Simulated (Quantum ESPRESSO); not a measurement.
# Carrying a functional's shift from two faces of Au to a third

How the rows were computed: Quantum ESPRESSO 7.5 (pw.x, pp.x), GBRV ultrasoft files, cold smearing of 0.02 Ry; slabs at the tabulated lattice constant, relaxed under PBE by Ansatz 0.2.0; both functionals on the same atoms. Work functions in eV.

```
 face  area an atom (Å²)    PBE       LDA
(111)               7.21  5.332     5.747
(100)               8.32  5.048     5.472
(110)              11.77  4.958  withheld
```

One more run was made and is withheld. What does LDA give for (110)?

**Fit.** The shifts from PBE are 5.747 − 5.332 = +0.415 eV and 5.472 − 5.048 = +0.424 eV, +0.420 eV in the mean. A rigid shift gives 4.958 + (+0.420) = 5.378 eV.

**Check.** 5.364 eV; the estimate misses by +0.014 eV. The shift is rigid within 0.03 eV, so differences between faces carry over. The measured value for this face is 5.16 eV (“Anisotropic work function of elemental crystals” (2019, arxiv:1902.07811)), on a surface that reconstructs.

Caveats: Thin, unreconstructed slabs; thickness and mesh leave some 0.05 to 0.1 eV open, which largely cancels in the shift.

[Logs are printed without paths, hosts, clocks, repeated set-up lines and the standing remarks that a program may print on its own settings, such as how far it seeks lower states.]
